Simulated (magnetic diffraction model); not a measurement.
# Magnetic neutron pattern of Ca₂TbPS₆

Space group Fm-3m (no. 225), a = 9.4600 Å.

```
site  atom    x    y       z
  4b    Tb  1/2    0       0
  8c    Ca  1/4  1/4     3/4
 24e     S    0    0  0.7628
  4a     P    0    0       0
```

The compound is invented for this exercise: a known structure type with other elements, its cell scaled to their sizes and not relaxed.

Only Tb is taken to order (form factors of Tb3+); orders and moment sizes are assumed, and not adapted to the symmetry. Radiation: neutrons of λ = 2.52 Å, 3° to 100°; isotropic B of 0.15 Å² (Tb), 0.18 Å² (Ca), 0.21 Å² (S) and 0.27 Å² (P). Simulated constant-wavelength pattern: nuclear and magnetic terms add, the magnetic one as |2.695 fm × Σ f S⊥ exp(2πi Q·r) exp(−B s²)|², summed over all Q at one angle with the factor 1/(sin²θ cos θ). For collinear order S is the moment m, which repeats by lattice and centring translations R with the sign exp(−2πi k·R). Free-ion form factors, Sears's scattering lengths of 1992, no absorption; a label names one of the reflections at its angle. The strongest nuclear line in the range is 100, and lines under 0.2 are left out.

Assume the order k = (0 1 0), collinear moments along [010], 6.4 μB on Tb.

Predict the pattern, nuclear and magnetic parts apart.

| 2θ (°) | index | nuclear | magnetic |
| --- | --- | --- | --- |
| 21.71 | (1 0 1) | 0.0 | 70.3 |
| 26.68 | (1 1 1) | 0.3 | 0.0 |
| 30.90 | (2 0 0) | 15.0 | 0.0 |
| 34.65 | (2 1 0) | 0.0 | 42.4 |
| 38.08 | (1 2 1) | 0.0 | 14.4 |
| 44.26 | (2 2 0) | 53.0 | 0.0 |
| 47.10 | (2 1 2) | 0.0 | 24.3 |
| 49.82 | (3 0 1) | 0.0 | 24.2 |
| 52.43 | (3 1 1) | 2.2 | 0.0 |
| 54.95 | (2 2 2) | 17.3 | 0.0 |
| 57.40 | (2 3 0) | 0.0 | 5.5 |
| 59.78 | (3 2 1) | 0.0 | 23.1 |
| 64.39 | (4 0 0) | 80.3 | 0.0 |
| 66.62 | (4 1 0) | 0.0 | 18.0 |
| 68.82 | (3 0 3) | 0.0 | 7.3 |
| 70.98 | (3 3 1) | 3.9 | 0.0 |
| 73.12 | (4 2 0) | 13.2 | 0.0 |
| 75.23 | (4 1 2) | 0.0 | 18.7 |
| 77.32 | (3 2 3) | 0.0 | 7.6 |
| 81.46 | (4 2 2) | 41.0 | 0.0 |
| 83.51 | (4 3 0) | 0.0 | 5.0 |
| 85.56 | (5 0 1) | 0.0 | 13.3 |
| 87.59 | (5 1 1) | 2.1 | 0.0 |
| 91.66 | (4 3 2) | 0.0 | 10.0 |
| 93.69 | (5 2 1) | 0.0 | 10.9 |
| 97.78 | (4 4 0) | 100.0 | 0.0 |
| 99.84 | (4 1 4) | 0.0 | 6.9 |

The strongest magnetic line in the range is (1 0 1) at 21.71° (70.3). On top of the Lorentz factor, which all lines share, magnetic lines fade with angle because f falls: for Tb3+ it is 0.95, 0.82, 0.66 and 0.36 at sin θ/λ = 0.1, 0.2, 0.3 and 0.5 Å⁻¹, while nuclear lengths stay constant. The order has no net moment.

[Logs are printed without paths, hosts, clocks, repeated set-up lines and the standing remarks that a program may print on its own settings, such as how far it seeks lower states.]
